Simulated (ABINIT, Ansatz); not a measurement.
# Y2CN2O2 (P-3m1): G0W0 with ABINIT, start to end, part 2 of 2

Wanted: ground state, empty states, screening and self-energy for Y2CN2O2 (P-3m1).

ABINIT 10.8.3; LDA and many-body steps on it, plane waves. Known limits of the many-body steps: not at the basis limit; no spin-orbit coupling; coarse k mesh.

So far. Step 2 (Ground state): The gap is direct, at Γ. Step 3 (Empty states on the mesh, 3×3×1 mesh, 199 bands): On this mesh the gap is 3.727 eV.

## Step 4: Screening, 3×3×1 mesh, 181 bands, screening to 176.9 eV

The RPA dielectric matrix is built and inverted for each q.

This step: RPA screening on LDA, plane waves, norm-conserving pseudopotentials.

Contents of run.abi:

```
acell 3*1.0 Angstrom
rprim 
  3.698989096613 -0.000000000003 0.000000000000
  -1.849494548304 3.203418525990 0.000000000000
  0.000000000000 0.000000000000 8.168855210000
ntypat 4
znucl 39 6 7 8
natom 7
typat 1 1 2 3 3 4 4
xred 
  0.333333333333 0.666666666667 0.677519680000
  0.666666666667 0.333333333333 0.322480320000
  0.000000000000 0.000000000000 0.000000000000
  0.000000000000 0.000000000000 0.150149940000
  0.000000000000 0.000000000000 0.849850060000
  0.333333333333 0.666666666667 0.396659330000
  0.666666666667 0.333333333333 0.603340670000
pp_dirpath "pseudos"
pseudos "Y.upf, C.upf, N.upf, O.upf"
ecut 37
ngkpt 3 3 1
nshiftk 1
shiftk 0 0 0
kptopt 1
chksymbreak 0
istwfk *1
occopt 1
irdwfk 1
optdriver 3
nband 181
ecuteps 6.5
inclvkb 2
awtr 1
symchi 1
indata_prefix "in"
outdata_prefix "out"
tmpdata_prefix "tmp"
```

Command:

```sh
$ OMP_NUM_THREADS=1 mpirun -n 4 abinit run.abi > log
```

Numbers of over 12 decimals in the logs are rounded to 6 here.

The log of the run:

```text
.Version 10.8.3 of ABINIT. v10.8.2 released Aug 2026.

 Symmetries : space group P-3 m 1 (#164); Bravais hP (primitive hexag.)
[... echo of the input left out ...]
== DATASET  1 ==================================================================
-   mpi_nproc: 4, omp_nthreads: 1 (-1 if OMP is not activated)

--- !DatasetInfo
iteration_state: {dtset: 1, }
dimensions: {natom: 7, nkpt: 3, mband: 181, nsppol: 1, nspinor: 1, nspden: 1, mpw: 7075, }
cutoff_energies: {ecut:  37.0, pawecutdg:  -1.0, }
electrons: {nelect:   4.80000000E+01, charge:   0.00000000E+00, occopt:   1.00000000E+00, tsmear:   1.00000000E-02, }

 SCREENING: Calculation of the susceptibility and dielectric matrices

 Based on a program developped by R.W. Godby, V. Olevano, G. Onida, and L. Reining.
 Incorporated in ABINIT by V. Olevano, G.-M. Rignanese, and M. Torrent.
.Using double precision arithmetic ; gwpc =  8

[... cell and pseudopotentials left out ...]
--------------------------------------------------------------------------------

 ==== K-mesh for the wavefunctions ====
 Number of points in the irreducible wedge :     3
[... list of points left out ...]
 Together with 12 symmetry operations and time-reversal symmetry
 yields     9 points in the full Brillouin Zone.

 ==== Q-mesh for the screening function ====
 Number of points in the irreducible wedge :     3
[... list of points left out ...]
 Together with 12 symmetry operations and time-reversal symmetry
 yields     9 points in the full Brillouin Zone.

 setmesh: FFT mesh size selected  =    24x   24x   60
          total number of points  =        34560

 vcoul_init : cutoff-mode = AUXILIARY_FUNCTION
 q-points for optical limit:   1
     1)      0.000010    0.000020    0.000030

- screening: taking advantage of time-reversal symmetry
- Maximum band index for partially occupied states nbvw = 24
- Remaining bands to be divided among processors   nbcw = 157
- Number of bands treated by each node ~39

 Number of electrons calculated from density =   48.0000; Expected =   48.0000
 average of density, n =  0.073483
 r_s =    1.4811
 omega_plasma =   26.1486 [eV]

 calculating chi0 at frequencies [eV] :
  1    0.000000E+00    0.000000E+00
  2    0.000000E+00    2.614863E+01

--------------------------------------------------------------------------------
  q-point number  1        q = ( 0.000000, 0.000000, 0.000000) [r.l.u.]
--------------------------------------------------------------------------------
[... chi0 elements left out ...]
 For q-point:  0.000010 0.000020 0.000030
  dielectric constant =   3.8327
  dielectric constant without local fields =   4.3212

  Average fulfillment of the sum rule on Im[epsilon] for q-point    1 :     75.43  [%]
[... wings left out ...]
  q-point number  2        q = ( 0.333333, 0.000000, 0.000000) [r.l.u.]
--------------------------------------------------------------------------------
[... chi0 elements left out ...]
  Average fulfillment of the sum rule on Im[epsilon] for q-point    2 :     76.68  [%]

 [... 1 further q-points ...]
```

Wall time 33 s (4 MPI ranks of Intel Xeon Platinum 8488C (Sapphire Rapids), shared host); peak memory 1 GiB.

This step gave:

| Quantity | Value |
| --- | --- |
| ε∞ with local fields, on this mesh, along the program's q direction | 3.833 |
| the same without local fields | 4.321 |
| plasma frequency | 26.15 eV |
| plane waves in the screening matrix | 491 |

Local fields lower ε∞ by 11 %. On a Γ-centred mesh this coarse the value itself is usually too large, while a short band sum pulls it down.

## Step 5: Self-energy, 3×3×1 mesh, 181 bands, screening to 176.9 eV

The self-energy is evaluated for the states that the input lists, and the levels follow from it, in one-shot runs by the linearised quasiparticle equation.

This step: G0W0 on LDA, plane waves, norm-conserving pseudopotentials.

run.abi, as its differences from that of step 4:

```diff
@@ -28,8 +28,15 @@
 irdwfk 1
-optdriver 3
+optdriver 4
 nband 181
+gwcalctyp 0
+ecutsigx 37
+symsigma 1
+nkptgw 1
+kptgw 
+  0.0000000000 0.0000000000 0.0000000000
+bdgw 
+  23 26
 ecuteps 6.5
-inclvkb 2
-awtr 1
-symchi 1
+irdscr 1
+ppmodel 1
 indata_prefix "in"
```

The log of the run:

```text
.Version 10.8.3 of ABINIT. v10.8.2 released Aug 2026.

 Symmetries : space group P-3 m 1 (#164); Bravais hP (primitive hexag.)
[... echo of the input left out ...]
== DATASET  1 ==================================================================
-   mpi_nproc: 4, omp_nthreads: 1 (-1 if OMP is not activated)

--- !DatasetInfo
iteration_state: {dtset: 1, }
dimensions: {natom: 7, nkpt: 3, mband: 181, nsppol: 1, nspinor: 1, nspden: 1, mpw: 7075, }
cutoff_energies: {ecut:  37.0, pawecutdg:  -1.0, }
electrons: {nelect:   4.80000000E+01, charge:   0.00000000E+00, occopt:   1.00000000E+00, tsmear:   1.00000000E-02, }

 SIGMA: Calculation of the GW corrections

 Based on a program developped by R.W. Godby, V. Olevano, G. Onida, and L. Reining.
 Incorporated in ABINIT by V. Olevano, G.-M. Rignanese, and M. Torrent.
.Using double precision arithmetic ; gwpc =  8

[... cell and pseudopotentials left out ...]
--------------------------------------------------------------------------------

 ==== K-mesh for the wavefunctions ====
 Number of points in the irreducible wedge :     3
[... list of points left out ...]
 Together with 12 symmetry operations and time-reversal symmetry
 yields     9 points in the full Brillouin Zone.

 ==== Q-mesh for screening function ====
 Number of points in the irreducible wedge :     3
[... list of points left out ...]
 Together with 12 symmetry operations and time-reversal symmetry
 yields     9 points in the full Brillouin Zone.

 vcoul_init : cutoff-mode = AUXILIARY_FUNCTION
 q-points for optical limit:   1
     1)      0.000010    0.000020    0.000030
 setmesh: FFT mesh size selected  =    36x   36x   90
          total number of points  =       116640

 Number of electrons calculated from density =   48.0000; Expected =   48.0000
 average of density, n =  0.073483
 r_s =    1.4811
 omega_plasma =   26.1486 [eV]

 === KS Band Gaps ===
  >>>> For spin  1
   Minimum direct gap =   3.7273 [eV], located at k-point      :   0.0000  0.0000  0.0000
   Fundamental gap    =   3.7273 [eV], Top of valence bands at :   0.0000  0.0000  0.0000
                                       Bottom of conduction at :   0.0000  0.0000  0.0000
 SIGMA fundamental parameters:
 PLASMON POLE MODEL  1
 number of plane-waves for SigmaX                 7075
 number of plane-waves for SigmaC and W            491
 number of plane-waves for wavefunctions          7075
 number of bands                                   181
 number of independent spin polarizations            1
 number of spinorial components                      1
 number of k-points in IBZ                           3
 number of q-points in IBZ                           3
 number of symmetry operations                      12
 number of k-points in BZ                            9
 number of q-points in BZ                            9
 number of frequencies for dSigma/dE                 9
 frequency step for dSigma/dE [eV]                0.25
 number of omega for Sigma on real axis              0
 max omega for Sigma on real axis  [eV]           0.00
 zcut for avoiding poles [eV]                     0.10

 EPSILON^-1 parameters (SCR file):
 dimension of the eps^-1 matrix on file            491
 dimension of the eps^-1 matrix used               491
 number of plane-waves for wavefunctions          7075
 number of bands                                   181
 number of q-points in IBZ                           3
 number of frequencies                               2
 number of real frequencies                          1
 number of imag frequencies                          1

 matrix elements of self-energy operator (all in [eV])

 Perturbative Calculation

--- !SelfEnergy_ee
iteration_state: {dtset: 1, }
kpoint     : [   0.000,    0.000,    0.000, ]
spin       : 1
KS_gap     :    3.727
QP_gap     :    5.322
Delta_QP_KS:    1.595
data: !SigmaeeData |
     Band     E0 <VxcDFT>   SigX SigC(E0)      Z dSigC/dE  Sig(E)    E-E0       E
       23   4.449 -17.022 -20.733   2.903   0.797  -0.254 -17.666  -0.644   3.804
       24   4.449 -17.022 -20.733   2.903   0.797  -0.254 -17.666  -0.644   3.804
       25   8.176  -9.135  -4.349  -3.675   0.856  -0.169  -8.185   0.950   9.127
       26   9.661 -10.760  -5.573  -3.943   0.842  -0.188  -9.713   1.047  10.709

== END DATASET(S) ==============================================================
================================================================================

 -outvars: echo values of variables after computation  --------
           etotal      0.0000000000E+00
            nband         181
             nkpt           3
          spgroup         164
 [... the other variables as echoed above ...]

 Calculation completed.
```

It took 11 s on 4 MPI ranks; peak memory 0.86 GiB; 42 s of CPU time.

This step gave:

| Quantity | Value |
| --- | --- |
| G0W0 gap on the points computed | 5.323 eV |
| starting gap on the mesh | 3.727 eV |
| k of the valence top | 0, 0, 0 |
| k of the conduction bottom | 0, 0, 0 |
| Z at the valence top | 0.797 |
| Z at the conduction bottom | 0.856 |
| least direct G0W0 gap on the computed points | 5.323 eV |

The gap on the mesh goes from 3.73 eV to 5.32 eV, a correction of +1.60 eV.

Limits: finite bands, cutoff and mesh; no spin-orbit coupling; coarse k mesh. v1 is the top filled band, c1 the lowest empty one. Levels before and after the correction, in eV, zero at the valence-band top of each column:

```
           conduction bottom  valence top
Kohn-Sham               3.73         0.00
     G0W0               5.32         0.00
```

```
             level  energy (eV)
Kohn-Sham  Γ v2-v1        0.000
Kohn-Sham     Γ c1        3.727
Kohn-Sham     Γ c2        5.212
     G0W0  Γ v2-v1        0.000
     G0W0     Γ c1        5.323
     G0W0     Γ c2        6.905
```

## Step 6: Where the time went

Times are wall times on the hardware named with each run, good to a factor of about two.

```
                    step  time  share  memory (GiB)
            ground state  66 s   39 %          0.48
empty states on the mesh  59 s   35 %          0.37
               screening  33 s   19 %           1.0
             self-energy  11 s    6 %          0.86
```

## Step 7: Summary of results

```yaml
lda_gap: 3.73 eV, direct
g0w0_gap_on_the_mesh: 5.32 eV
gw_settings: 3×3×1 mesh, 181 bands, screening to 176.9 eV, Godby-Needs plasmon pole
known_limits: not at the basis limit; no spin-orbit coupling; coarse k mesh
```

What this shows: G0W0 moves the gap on the mesh from 3.73 eV to 5.32 eV (+1.60 eV), with Z of 0.80 and 0.86 at the edges. Local fields lower the RPA ε∞ on this mesh from 4.32 to 3.83; a Γ-centred mesh this coarse tends to raise both, most where the direct gap is narrow, while a short band sum lowers them. Only 1 of the mesh's irreducible points was corrected, so a valley elsewhere could overtake. Bands and cutoff are finite, so the gap is not at the basis limit. The miss can reach some tenths of an eV and take either sign; the mesh is an error of its own. In the G0W0 run levels were corrected at 1 k point alone, so a gap called «on the mesh» is the least over those, and an edge elsewhere would be missed. The 3×3×1 mesh is coarse for this cell, which bears on the long-range parts of exchange and screening. The many-body steps are scalar-relativistic: spin-orbit coupling is not in them.

[Paths, hosts, dates, memory and timing lines, banners, echoed tables and standing remarks are left out of the program output.]

[Logs are printed without paths, hosts, clocks, repeated set-up lines and the standing remarks that a program may print on its own settings, such as how far it seeks lower states.]

[Runs of the session that timed out or met a known fault of the program may be left out.]

[Hosts, paths, dates, database ids (printed as entryN), source tags and the programs' standing remarks are cut or masked in the printed files.]

[G0W0 gaps are taken among the corrected bands and points alone; a level outside them can change the order at an edge.]

[Where Ansatz stands beside ABINIT at settings called matched, ABINIT's density can come from a denser mesh and the files from another edition; pairs whose starting gaps differed by over 0.03 eV were left out, so agreement reads better than it is.]
